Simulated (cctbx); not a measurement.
**CdCo4S4O2 with cctbx, script by script**

Library: cctbx 2025.11. The data are simulated by the first script.

## 1. Simulate the data

run.py:

```python
from cctbx import adptbx, crystal, miller, sgtbx, xray
from cctbx.array_family import flex
from iotbx.shelx import hklf
from scitbx import matrix
import scitbx.random

cs = crystal.symmetry(unit_cell=(3.589, 11.492, 17.614, 90, 90, 90), space_group_symbol='Hall: -C 2c 2')  # Cmcm
atoms = [  # label, site, U (iso, or U11 U22 U33 U12 U13 U23 in A^2), occupancy
    ("Cd1", (0, 0.3346, 0.25), (0.0158, 0.0149, 0.0119, 0.0000, 0.0000, 0.0000), 1),
    ("Co1", (0, 0.4134, 0.8602), (0.0150, 0.0211, 0.0213, 0.0000, 0.0000, -0.0002), 1),
    ("Co2", (0, 0.1397, 0.5419), (0.0152, 0.0149, 0.0145, 0.0000, 0.0000, 0.0002), 1),
    ("S1", (0.5, 0.1746, 0.25), (0.0191, 0.0173, 0.0190, 0.0000, 0.0000, 0.0000), 1),
    ("S2", (0.5, 0.2736, 0.5738), (0.0192, 0.0267, 0.0262, 0.0000, 0.0000, -0.0000), 1),
    ("S3", (0.5, 0, 0), (0.0194, 0.0208, 0.0194, 0.0000, 0.0000, -0.0035), 1),
    ("O1", (0, 0.0526, 0.6493), (0.0195, 0.0245, 0.0192, 0.0000, 0.0000, -0.0006), 1),
]
xs = xray.structure(crystal_symmetry=cs)
for label, site, u, occ in atoms:
    u = adptbx.u_cif_as_u_star(cs.unit_cell(), u) if isinstance(u, tuple) else u
    xs.add_scatterer(xray.scatterer(label, site=site, u=u, occupancy=occ))
xs.set_inelastic_form_factors(1.54184, "sasaki")
xs.show_summary()
p1 = xs.expand_to_p1()
ms = miller.build_set(p1, anomalous_flag=True, d_min=0.8)
flex.set_random_seed(937163)
scitbx.random.set_random_seed(937163)
ms = ms.select(flex.random_double(ms.size()) < 0.8)
i = ms.structure_factors_from_scatterers(p1, algorithm="direct").f_calc().as_intensity_array().data()
i = i * 40000 / flex.max(i)
sig = flex.sqrt(i + flex.pow2(0.03 * i) + 2 ** 2)
noise = scitbx.random.variate(scitbx.random.normal_distribution())(i.size())
data = ms.array(data=i + sig * noise, sigmas=sig).set_observation_type_xray_intensity()
with open("data.hkl", "w") as f:
    data.export_as_shelx_hklf(f)
print("reflections written:", data.size(), " <I/sigma> = %.1f" % flex.mean(data.data() / data.sigmas()))
for h, a, b in list(data.sort("data"))[:12]:
    print("%4d%4d%4d %9.1f %7.1f" % (h + (a, b)))
```

```console
$ python run.py
```

```text
Number of scatterers: 7
At special positions: 7
Unit cell: (3.589, 11.492, 17.614, 90, 90, 90)
Space group: C m c m (No. 63)
reflections written: 4790  <I/sigma> = 8.5
  -2   0   0   42458.4  1216.6
   2   0   0   41595.8  1216.6
  -1  -3  -2   20428.7   610.3
  -1  -3   2   20163.4   610.3
   1   3   2   19754.5   610.3
   1  -3  -2   19647.6   610.3
  -1   3   2   19578.7   610.3
   0   0  10   18226.6   553.6
   0   0 -10   17719.6   553.6
   0  -6  -4   17412.5   526.1
   0  -6   4   16931.2   526.1
   0   6  -4   16763.3   526.1
```

Run time: 0.46 s on 1 thread of Arm Neoverse N1 (shared host), peak memory 0.07 GiB.

## 2. Symmetry

run.py:

```python
from cctbx import crystal, sgtbx, statistics
from cctbx.array_family import flex
from iotbx.shelx import hklf

p1 = crystal.symmetry(unit_cell=(3.589, 11.492, 17.614, 90, 90, 90), space_group_symbol="P 1")
raw = hklf.reader(file_name="data.hkl").as_miller_arrays(crystal_symmetry=p1, anomalous=True)[0]
print(raw.size(), "reflections to d = %.3f A" % raw.d_min())
isig = raw.data() / raw.sigmas()
print("centring   violations  <I/sigma> of those")
best = "P"
for c in "ABCIRF":
    a = raw.customized_copy(space_group_info=sgtbx.space_group_info("Hall: %s 1" % c)).sys_absent_flags().data()
    m = flex.mean(isig.select(a))
    print("%5s %10d of %5d %8.1f" % (c, (isig.select(a) > 4).count(True), a.count(True), m))
    if (isig.select(a) > 4).count(True) < 0.01 * a.count(True):
        best = c
raw = raw.select(~raw.customized_copy(space_group_info=sgtbx.space_group_info("Hall: %s 1" % best)).sys_absent_flags().data())
isig = raw.data() / raw.sigmas()
rows = []
for s in sgtbx.space_group_symbol_iterator():
    g = sgtbx.space_group(s)
    if g.conventional_centring_type_symbol() != best or not g.is_compatible_unit_cell(p1.unit_cell(), 1e-3, 0.02):
        continue
    rows.append((s, g))
print("Laue class    unique    Rint  (classes that these axes allow; Friedel mates merged)")
rint = {}
for s, g in rows:
    laue = g.build_derived_patterson_group()
    key = laue.type().hall_symbol()
    if key not in rint:
        m = raw.customized_copy(space_group_info=laue.info(), anomalous_flag=False).merge_equivalents()
        rint[key] = m.r_int()
        print("%-14s %6d %7.3f" % (laue.type().lookup_symbol(), m.array().size(), m.r_int()))
floor = min(rint.values())
good = [(s, g) for s, g in rows if rint[g.build_derived_patterson_group().type().hall_symbol()] < 2 * floor + 0.03]
top = max(g.build_derived_patterson_group().order_z() for s, g in good)
print("space group    extra absences  I>4sigma  <I/sigma>")
for s, g in good:
    laue = g.build_derived_patterson_group()
    if laue.order_z() != top:
        continue
    a = raw.customized_copy(space_group_info=g.info()).sys_absent_flags().data()
    a &= ~raw.customized_copy(space_group_info=laue.info()).sys_absent_flags().data()
    bad = (isig.select(a) > 4).count(True)
    if bad <= 0.03 * a.count(True):
        print("%-16s %8d %10d %9s  %s" % (s.universal_hermann_mauguin(), a.count(True), bad, "%.1f" % flex.mean(isig.select(a)) if a.count(True) else "-", "centric" if g.is_centric() else "acentric"))
laue = max(good, key=lambda t: t[1].build_derived_patterson_group().order_z())[1].build_derived_patterson_group()
f = raw.customized_copy(space_group_info=laue.info(), anomalous_flag=False).merge_equivalents().array().eliminate_sys_absent().f_sq_as_f()
f.set_observation_type_xray_amplitude()
bins = max(3, min(8, f.size() // 12))
f.setup_binner(n_bins=bins)
w = statistics.wilson_plot(f, {e: n / laue.order_z() for e, n in {'Cd': 4.0, 'Co': 16.0, 'S': 16.0, 'O': 8.0}.items()}, e_statistics=True)
print("Wilson B = %.2f A^2   <|E^2-1|> = %.3f (0.968 centric, 0.736 acentric)   E^2>4: %.1f %%" % (w.wilson_b, w.mean_e_sq_minus_1, w.percent_e_sq_gt_2))
print("shell (A)         n   <I/sigma>")
m = raw.customized_copy(space_group_info=laue.info(), anomalous_flag=False).merge_equivalents().array().eliminate_sys_absent()
for b in m.setup_binner(n_bins=bins).range_used():
    sel = m.binner().selection(b)
    print("%5.2f - %4.2f %6d %8.1f" % (min(m.binner().bin_d_range(b)[0] if m.binner().bin_d_range(b)[0] > 0 else 99, 99), m.binner().bin_d_range(b)[1], sel.count(True), flex.mean((m.data() / m.sigmas()).select(sel))))
```

```console
$ python run.py
```

```text
4790 reflections to d = 0.800 A
centring   violations  <I/sigma> of those
    A       1044 of  2391      7.9
    B       1044 of  2389      7.9
    C          0 of  2402      0.0
    I       1068 of  2381      7.7
    R       1474 of  3191      8.5
    F       1044 of  3591      5.2
Laue class    unique    Rint  (classes that these axes allow; Friedel mates merged)
C 1 2/m 1         787   0.027
C 2/m 1 1         865   0.027
C m m m           476   0.029
space group    extra absences  I>4sigma  <I/sigma>
C 2 2 21               19          0       0.2  acentric
C 2 2 2                 0          0         -  acentric
C m m 2                 0          0         -  acentric
C m c 21               66          0      -0.0  acentric
C 2 m m                 0          0         -  acentric
C m 2 m                 0          0         -  acentric
C 2 c m                66          0      -0.0  acentric
C m c m                66          0      -0.0  centric
C m m m                 0          0         -  centric
Wilson B = 1.41 A^2   <|E^2-1|> = 0.824 (0.968 centric, 0.736 acentric)   E^2>4: 2.2 %
shell (A)         n   <I/sigma>
17.62 - 1.60     73     36.5
 1.60 - 1.27     61     36.6
 1.27 - 1.11     62     39.8
 1.11 - 1.01     53     32.7
 1.01 - 0.94     55     33.9
 0.94 - 0.88     52     29.8
 0.88 - 0.84     62     32.5
 0.84 - 0.80     58     25.5
```

Time: 0.47 s.

## 3. Charge flipping

run.py:

```python
import itertools
from cctbx import crystal, maptbx
from cctbx.array_family import flex
from iotbx.shelx import hklf
from smtbx.ab_initio import charge_flipping as cf

cs = crystal.symmetry(unit_cell=(3.589, 11.492, 17.614, 90, 90, 90), space_group_symbol='Hall: -C 2c 2')  # Cmcm
raw = hklf.reader(file_name="data.hkl").as_miller_arrays(crystal_symmetry=cs, anomalous=True)[0]
merged = raw.eliminate_sys_absent().merge_equivalents()
fo2 = merged.array().set_observation_type_xray_intensity()
f = fo2.average_bijvoet_mates().f_sq_as_f().resolution_filter(d_min=0.8)
p1 = f.expand_to_p1()
work = p1
flex.set_random_seed(44096)
it = cf.weak_reflection_improved_iterator(delta=None, weak_reflection_fraction=0.2)
it.start(work, phases=flex.random_double(p1.size()) * 6.2832, f_000=0)
it.delta = 1 * it.rho_map.sigma()
print("cycle      R  skewness")
for n, st in enumerate(itertools.islice(it, 300)):
    if n % 25 == 0:
        print("%5d %6.3f %8.2f" % (n, st.r1_factor(), st.rho_map.skewness()))
rho = p1.phase_transfer(it.f_calc).fft_map().apply_volume_scaling()
polish = cf.low_density_elimination_iterator(constant_rho_c=rho.sigma())
polish.start(f_obs=p1, phases=it.f_calc, f_000=0)
for _ in range(8):
    next(polish)
print("origin shift          correlation  skewness")
maps = []
for fc, shift, cc in itertools.islice(cf.f_calc_symmetrisations(f, polish.f_calc, 0), 4):
    m = f.phase_transfer(fc).fft_map(symmetry_flags=maptbx.use_space_group_symmetry, resolution_factor=0.25).apply_sigma_scaling()
    maps.append((m.skewness(), cc, m))
    print("%6.3f %6.3f %6.3f %10.3f %9.2f" % (tuple(shift) + (cc, m.skewness())))
skew, cc, m = max((t for t in maps if t[1] > maps[0][1] - 0.04), key=lambda t: t[0])
print("taken: symmetry correlation %.3f, skewness %.2f" % (cc, skew))
peaks = m.peak_search(parameters=maptbx.peak_search_parameters(min_distance_sym_equiv=0.9, max_clusters=12)).all()
sps = cs.special_position_settings(min_distance_sym_equiv=0.5)
print("peak      x       y       z  mult  height/sigma")
for k, (x, h) in enumerate(zip(peaks.sites(), peaks.heights())):
    ss = sps.site_symmetry(x)
    print("Q%-3d %7.4f %7.4f %7.4f %4d %8.1f" % ((k + 1,) + tuple(t % 1 for t in ss.exact_site()) + (ss.multiplicity(), h)))
```

```console
$ python run.py
```

```text
cycle      R  skewness
    0  0.552     0.43
   25  0.269     5.10
   50  0.213     5.40
   75  0.217     5.40
  100  0.199     5.35
  125  0.210     5.44
  150  0.217     5.33
  175  0.211     5.25
  200  0.210     5.32
  225  0.208     5.26
  250  0.210     5.37
  275  0.205     5.25
origin shift          correlation  skewness
-0.005  0.145  0.011      0.883      1.95
-0.016  0.315  0.012      0.879      2.50
 0.002  0.138  0.209      0.873      1.47
-0.010  0.474  0.012      0.867      1.97
taken: symmetry correlation 0.879, skewness 2.50
peak      x       y       z  mult  height/sigma
Q1    0.0000  0.3324  0.5058    8     11.0
Q2    0.0000  0.4196  0.7500    4      7.2
Q3    0.0000  0.3969  0.1115    8      6.5
Q4    0.0000  0.1418  0.2500    4      6.2
Q5    0.0000  0.0609  0.0467    8      5.9
Q6    0.0000  0.3253  0.1450    8      5.3
Q7    0.0000  0.0000  0.0000    4      5.1
Q8    0.0000  0.1451  0.6708    8      4.6
Q9    0.0000  0.2462  0.6942    8      2.4
Q10   0.0000  0.1423  0.1638    8      2.3
Q11   0.0000  0.0404  0.7500    4      1.9
Q12   0.0000  0.3019  0.5685    8      1.9
```

Time: 0.75 s.

## 4. Refinement (model from the peaks)

run.py:

```python
import math
from cctbx import adptbx, crystal, maptbx, sgtbx, xray
from cctbx.array_family import flex
from cctbx.xray import observations
from iotbx.shelx import hklf
from scitbx.lstbx import normal_eqns_solving
from smtbx import absolute_structure, utils
from smtbx.refinement import constraints, least_squares

cs = crystal.symmetry(unit_cell=(3.589, 11.492, 17.614, 90, 90, 90), space_group_symbol='Hall: -C 2c 2')  # Cmcm
atoms = [  # label, site, U (iso, or U11 U22 U33 U12 U13 U23 in A^2), occupancy
    ("Co1", (0, 0.3324, 0.5058), 0.0200, 1),
    ("Cd1", (0, 0.4196, 0.75), 0.0200, 1),
    ("Co2", (0, 0.3969, 0.1115), 0.0200, 1),
    ("O1", (0, 0.1418, 0.25), 0.0200, 1),
    ("S1", (0, 0.0609, 0.0467), 0.0200, 1),
    ("S2", (0, 0.1451, 0.6708), 0.0200, 1),
    ("O2", (0, 0.0404, 0.75), 0.0200, 1),
]
xs = xray.structure(crystal_symmetry=cs)
for label, site, u, occ in atoms:
    u = adptbx.u_cif_as_u_star(cs.unit_cell(), u) if isinstance(u, tuple) else u
    xs.add_scatterer(xray.scatterer(label, site=site, u=u, occupancy=occ))
xs.set_inelastic_form_factors(1.54184, "sasaki")
raw = hklf.reader(file_name="data.hkl").as_miller_arrays(crystal_symmetry=cs, anomalous=True)[0]
merged = raw.eliminate_sys_absent().merge_equivalents()
fo2 = merged.array().set_observation_type_xray_intensity()
print("Rint %.3f, %d unique reflections to %.2f A" % (merged.r_int(), fo2.size(), fo2.d_min()))
for sc in xs.scatterers():
    sc.flags.set_grad_site(True)
    sc.flags.set_grad_u_aniso(sc.flags.use_u_aniso())
    sc.flags.set_grad_u_iso(sc.flags.use_u_iso())
obs = fo2.as_xray_observations()
extra = {}
rep = constraints.reparametrisation(xs, [], utils.connectivity_table(xs), **extra)
ls = least_squares.crystallographic_ls(obs, rep, weighting_scheme=least_squares.mainstream_shelx_weighting(a=0, b=0))
print("cycle     R1     wR2    GooF  max shift (A)")
for cycle in range(6):
    ls.build_up()
    r1, wr2, goof = ls.r1_factor(cutoff_factor=2)[0], ls.wR2(), ls.goof()
    old = xs.sites_cart()
    normal_eqns_solving.levenberg_marquardt_iterations(ls, n_max_iterations=3, tau=0.0001, step_threshold=1e-7)
    big = flex.max((xs.sites_cart() - old).norms())
    print("%4d %7.4f %7.4f %7.3f %9.5f" % (cycle + 1, r1, wr2, goof, big))
    ls.build_up(objective_only=True)
    if abs(ls.wR2() - wr2) < 5e-5 and big < 5e-4:
        break
ls.build_up()
print("final R1 %.4f wR2 %.4f GooF %.3f  parameters %d  data/parameter %.1f" % (ls.r1_factor(cutoff_factor=2)[0], ls.wR2(), ls.goof(), ls.n_parameters, fo2.size() / ls.n_parameters))
cov = ls.covariance_matrix_and_annotations()
su = dict(zip(cov.annotations, (math.sqrt(max(v, 0)) for v in cov.matrix.matrix_packed_u_diagonal())))
a2 = cs.unit_cell().reciprocal_parameters()[0] ** -2
print("atom        x        y        z      Ueq    occ   su(xyz)  su(Uiso or U11)")
for sc in xs.scatterers():
    s = max(su.get(sc.label + k, 0) for k in (".x", ".y", ".z"))
    npd = "" if sc.is_positive_definite_u(cs.unit_cell()) else "  NPD"
    print("%-5s %8.5f %8.5f %8.5f %8.4f %6.3f %8.5f %7.4f%s" % ((sc.label,) + sc.site + (sc.u_iso_or_equiv(cs.unit_cell()), sc.occupancy, s, su.get(sc.label + ".uiso", su.get(sc.label + ".u11", 0) * a2), npd)))
fo = fo2.f_sq_as_f()
fc = fo.structure_factors_from_scatterers(xs, algorithm="direct").f_calc()
diff = fo.f_obs_minus_f_calc(1 / math.sqrt(ls.scale_factor()), fc).average_bijvoet_mates()
m = diff.fft_map(symmetry_flags=maptbx.use_space_group_symmetry, resolution_factor=0.25).apply_volume_scaling()
print("difference map: max %.2f min %.2f rms %.2f" % (m.statistics().max(), m.statistics().min(), m.statistics().sigma()))
peaks = m.peak_search(parameters=maptbx.peak_search_parameters(min_distance_sym_equiv=0.6, max_clusters=5)).all()
near = xs.closest_distances(peaks.sites(), distance_cutoff=4)
sps = cs.special_position_settings(min_distance_sym_equiv=0.5)
for k, (x, h) in enumerate(zip(peaks.sites(), peaks.heights())):
    ss = sps.site_symmetry(x)
    print("Q%-3d %7.4f %7.4f %7.4f %4d %7.2f  %.2f A from %s" % ((k + 1,) + tuple(t % 1 for t in ss.exact_site()) + (ss.multiplicity(), h, near.smallest_distances[k], xs.scatterers()[near.i_seqs[k]].label)))
```

```console
$ python run.py
```

```text
Rint 0.029, 450 unique reflections to 0.80 A
cycle     R1     wR2    GooF  max shift (A)
   1  0.7469  0.9408  38.326   0.45475
   2  0.6891  0.9081  36.995   0.07411
   3  0.6827  0.9010  36.703   0.11005
   4  0.6816  0.8986  36.609   0.07668
   5  0.6828  0.8990  36.622   0.27624
   6  0.6951  0.9061  36.914   0.63525
final R1 0.6985 wR2 0.9074 GooF 36.965  parameters 18  data/parameter 25.0
atom        x        y        z      Ueq    occ   su(xyz)  su(Uiso or U11)
Co1    0.00000  0.34966  0.50910   0.0130  1.000  0.00384  0.0117
Cd1    0.00000  0.41950  0.75000   0.0087  1.000  0.00228  0.0083
Co2    0.00000  0.42362  0.13297   0.3367  1.000  0.05154  0.1839
O1     0.00000  0.13400  0.25000   0.0001  1.000  0.01854  0.0421
S1     0.00000  0.05936  0.04391   0.0078  1.000  0.00530  0.0117
S2     0.00000  0.14012  0.66690   0.0016  1.000  0.00428  0.0107
O2     0.00000  0.11700  0.75000   0.2195  1.000  0.16286  0.7227
difference map: max 231.55 min -68.64 rms 15.48
Q1    0.0000  0.4152  0.7500    4  241.22  0.05 A from Cd1
Q2    0.0000  0.1414  0.6625    8  115.61  0.08 A from S2
Q3    0.0000  0.3257  0.1406    8   98.35  1.13 A from Co2
Q4    0.0000  0.0614  0.0407    8   79.23  0.06 A from S1
Q5    0.0000  0.3928  0.5413    8   78.03  0.75 A from Co1
```

Time: 0.78 s.

Figures of merit this high mean that the model is still wrong or incomplete.

## 5. Charge flipping

run.py, as its changes from the last script of this kind:

```diff
@@ -13,2 +13,3 @@
-work = p1
-flex.set_random_seed(44096)
+p1.setup_binner_counting_sorted(reflections_per_bin=max(40, p1.size() // 12))
+work = p1.array(data=p1.data() / p1.amplitude_quasi_normalisations().data())
+flex.set_random_seed(44097)
@@ -19,2 +20,2 @@
-for n, st in enumerate(itertools.islice(it, 300)):
-    if n % 25 == 0:
+for n, st in enumerate(itertools.islice(it, 600)):
+    if n % 50 == 0:
```

```console
$ python run.py
```

```text
cycle      R  skewness
    0  0.570     0.31
   50  0.441     3.40
  100  0.439     4.08
  150  0.424     4.08
  200  0.427     4.35
  250  0.430     4.01
  300  0.427     4.03
  350  0.444     3.79
  400  0.428     3.99
  450  0.431     4.10
  500  0.423     4.18
  550  0.435     4.04
origin shift          correlation  skewness
 0.390 -0.014  0.127      0.867      1.08
 0.379  0.173  0.398      0.850      1.60
 0.390  0.484  0.399      0.858      1.27
 0.390 -0.016  0.399      0.858      1.27
taken: symmetry correlation 0.850, skewness 1.60
peak      x       y       z  mult  height/sigma
Q1    0.0000  0.3365  0.2500    4     11.1
Q2    0.0000  0.0088  0.7500    4      6.7
Q3    0.0000  0.2663  0.6473    8      4.7
Q4    0.0000  0.4787  0.2500    4      4.4
Q5    0.0000  0.4086  0.6300    8      4.2
Q6    0.0000  0.1804  0.0181    8      3.6
Q7    0.0000  0.0909  0.1991    8      3.5
Q8    0.0000  0.3640  0.0144    8      3.5
Q9    0.0000  0.4009  0.1320    8      3.4
Q10   0.0000  0.4490  0.0576    8      3.2
Q11   0.0000  0.1481  0.5463    8      3.1
Q12   0.0000  0.0878  0.5886    8      2.9
```

Time: 1 s.

## 6. Refinement (model from the peaks)

run.py, as its changes from the last script of this kind:

```diff
@@ -12,7 +12,7 @@
-    ("Co1", (0, 0.3324, 0.5058), 0.0200, 1),
-    ("Cd1", (0, 0.4196, 0.75), 0.0200, 1),
-    ("Co2", (0, 0.3969, 0.1115), 0.0200, 1),
-    ("O1", (0, 0.1418, 0.25), 0.0200, 1),
-    ("S1", (0, 0.0609, 0.0467), 0.0200, 1),
-    ("S2", (0, 0.1451, 0.6708), 0.0200, 1),
-    ("O2", (0, 0.0404, 0.75), 0.0200, 1),
+    ("Cd1", (0, 0.3365, 0.25), 0.0200, 1),
+    ("Co1", (0, 0.0088, 0.75), 0.0200, 1),
+    ("Co2", (0, 0.2663, 0.6473), 0.0200, 1),
+    ("Co3", (0, 0.4787, 0.25), 0.0200, 1),
+    ("S1", (0, 0.4086, 0.63), 0.0200, 1),
+    ("S2", (0, 0.1804, 0.0181), 0.0200, 1),
+    ("O1", (0, 0.0909, 0.1991), 0.0200, 1),
```

```console
$ python run.py
```

```text
Rint 0.029, 450 unique reflections to 0.80 A
cycle     R1     wR2    GooF  max shift (A)
   1  0.9254  0.9959  40.569   0.61373
   2  0.8496  0.9827  40.035   1.71426
   3  0.7885  0.9661  39.357   0.42928
   4  0.7584  0.9546  38.888   2.60403
   5  0.7980  0.9688  39.468   0.19790
   6  0.7669  0.9577  39.014   0.06123
final R1 0.7677 wR2 0.9584 GooF 39.044  parameters 18  data/parameter 25.0
atom        x        y        z      Ueq    occ   su(xyz)  su(Uiso or U11)
Cd1    0.00000  0.33386  0.25000   0.0001  1.000  0.00613  0.0189
Co1    0.00000 -0.00411  0.75000   0.0001  1.000  0.01280  0.0393
Co2    0.00000  0.25232  0.63579   0.0001  1.000  0.00943  0.0272
Co3    0.00000  0.51652  0.25000   0.3193  1.000  0.23286  0.8035
S1     0.00000  0.43198  0.62925   0.0087  1.000  0.01465  0.0396
S2     0.00000  0.16935  0.00281   0.0001  1.000  0.01637  0.0370
O1     0.00000  0.11385 -0.07795   0.3150  1.000  0.45855  2.1642
difference map: max 446.32 min -117.32 rms 26.83
Q1    0.0000  0.3383  0.2500    4  475.28  0.05 A from Cd1
Q2    0.0000  0.2613  0.6415    8  247.84  0.14 A from Co2
Q3    0.0000  0.9986  0.2500    4  222.77  0.06 A from Co1
Q4    0.0000  0.1562  0.5391    8  156.72  0.75 A from S2
Q5    0.0000  0.4831  0.2500    4  117.68  0.38 A from Co3
```

It took 0.84 s on 1 thread of Arm Neoverse N1, on a shared host, peak memory 0.09 GiB.

Figures of merit this high mean that the model is still wrong or incomplete.

[Logs are printed without paths, hosts, clocks, repeated set-up lines and the standing remarks that a program may print on its own settings, such as how far it seeks lower states.]
